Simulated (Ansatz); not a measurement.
## Atom list for Generalised stacking fault on (110) of a LiCl-LiBr solid solution (56 atoms)

Geometry: the frame at 29 fs of a trajectory (instantaneous temperature 353 K). Computed with Ansatz 0.2.0: Kohn-Sham DFT, LDA, PAW (set soft_2), plane waves; cutoff 420 eV, k-mesh 1×2×1, fermi-dirac smearing of 0.05 eV.

Cell vectors (Å):

```
7.448 0.000 0.000
0.000 5.266 0.000
2.793 0.000 26.267
```

Positions (Å):

```
1 Li 7.215 0.015 25.702
2 Br 5.642 0.021 1.752
3 Li 7.764 5.063 3.883
4 Cl 5.600 5.172 5.616
5 Li 7.428 5.085 7.681
6 Cl 5.511 0.078 9.289
7 Li 7.391 0.018 11.268
8 Cl 5.742 0.004 13.108
9 Li 7.554 5.143 14.864
10 Cl 5.720 5.089 16.738
11 Li 7.530 0.154 18.317
12 Cl 5.556 0.156 20.308
13 Li 7.675 5.225 22.283
14 Cl 5.680 5.246 24.179
15 Li 3.548 5.072 25.734
16 Br 1.954 5.243 1.973
17 Li 3.661 0.039 3.846
18 Cl 1.814 0.125 5.542
19 Li 3.840 0.345 7.080
20 Br 1.827 5.263 9.273
21 Li 3.646 5.113 11.594
22 Cl 1.909 5.223 13.068
23 Li 3.729 0.240 14.964
24 Cl 2.029 5.178 16.727
25 Li 3.774 4.962 18.644
26 Cl 9.406 0.060 20.433
27 Li 4.144 5.188 22.094
28 Cl 9.200 5.098 24.268
29 Li 1.862 2.308 2.098
30 Cl 7.364 2.509 3.728
31 Li 1.637 2.909 5.660
32 Cl 7.373 2.854 7.572
33 Li 1.672 2.729 9.274
34 Br 7.448 2.571 11.125
35 Li 1.631 2.557 12.899
36 Cl 7.642 2.581 14.783
37 Li 9.010 2.898 16.563
38 Cl 7.450 2.610 18.565
39 Li 9.110 2.242 20.076
40 Cl 7.542 2.437 22.299
41 Li 8.857 2.668 24.247
42 Cl 7.443 2.694 26.134
43 Li 5.971 2.588 1.996
44 Br 3.646 2.708 3.817
45 Li 5.416 2.814 5.662
46 Br 3.599 2.764 7.454
47 Li 5.327 2.567 9.298
48 Br 3.732 2.639 11.113
49 Li 5.591 2.915 12.947
50 Cl 3.566 2.768 14.828
51 Li 5.796 2.698 16.526
52 Br 3.764 2.571 18.642
53 Li 6.032 2.603 20.819
54 Br 3.567 2.708 22.299
55 Li 6.083 2.735 24.417
56 Br 3.665 2.618 26.076
```

**Question.** What force acts on each atom?

Columns: atom, fx, fy, fz (forces in eV/Å).

```
1 0.716 -0.011 0.703
2 0.174 -0.015 0.199
3 -0.479 0.108 -0.406
4 0.042 0.244 0.020
5 -0.319 0.367 -0.103
6 0.162 0.031 0.080
7 -0.013 -0.050 -0.255
8 -0.189 0.017 0.036
9 0.021 0.075 0.024
10 0.179 0.234 -0.340
11 0.010 -0.094 0.244
12 0.632 -0.240 0.171
13 0.193 0.024 -0.004
14 -0.355 -0.038 -0.513
15 0.085 0.197 0.161
16 -0.009 -0.437 0.023
17 0.208 0.014 -0.193
18 0.123 -0.082 0.427
19 -0.082 -0.350 0.197
20 0.069 0.219 0.310
21 0.199 0.191 -0.383
22 -0.247 0.116 0.078
23 -0.057 -0.082 0.054
24 -0.476 0.257 -0.075
25 -0.035 0.389 0.128
26 -0.456 -0.405 -0.070
27 -0.375 0.105 0.118
28 -0.397 0.208 -0.220
29 -0.151 0.472 -0.014
30 0.446 0.214 0.493
31 -0.008 -0.154 -0.061
32 -0.055 -0.499 -0.243
33 0.097 -0.097 -0.230
34 -0.353 0.176 0.197
35 0.522 0.008 0.233
36 -0.696 -0.016 0.115
37 0.635 -0.167 0.334
38 -0.074 0.014 -0.352
39 0.570 0.358 0.290
40 0.155 0.102 0.435
41 0.739 -0.004 0.215
42 -0.117 -0.146 -0.418
43 -0.335 0.053 -0.377
44 0.153 -0.095 0.115
45 0.243 -0.057 -0.127
46 0.045 -0.018 -0.102
47 0.349 0.000 -0.274
48 -0.142 -0.052 0.514
49 -0.149 -0.187 0.098
50 0.559 -0.260 -0.057
51 -0.340 -0.042 0.212
52 -0.004 -0.214 -0.395
53 -1.061 -0.036 -0.668
54 0.513 -0.056 0.016
55 -0.819 -0.046 -0.177
56 -0.050 -0.245 -0.185
```

The cell is under 6 Å thick along one periodic direction, so every atom has periodic images of itself close by, which move with it and show among its neighbours and in g(r).

The r.m.s. force component is 0.292 eV/Å; the longest force, 1.25 eV/Å, acts on Li53. The energy lies 31.6 meV/atom above that of the first step of this run.

[Logs are printed without paths, hosts, clocks, repeated set-up lines and the standing remarks that a program may print on its own settings, such as how far it seeks lower states.]

[Hosts, paths, dates, database ids (printed as entryN), source tags and the programs' standing remarks are cut or masked in the printed files.]
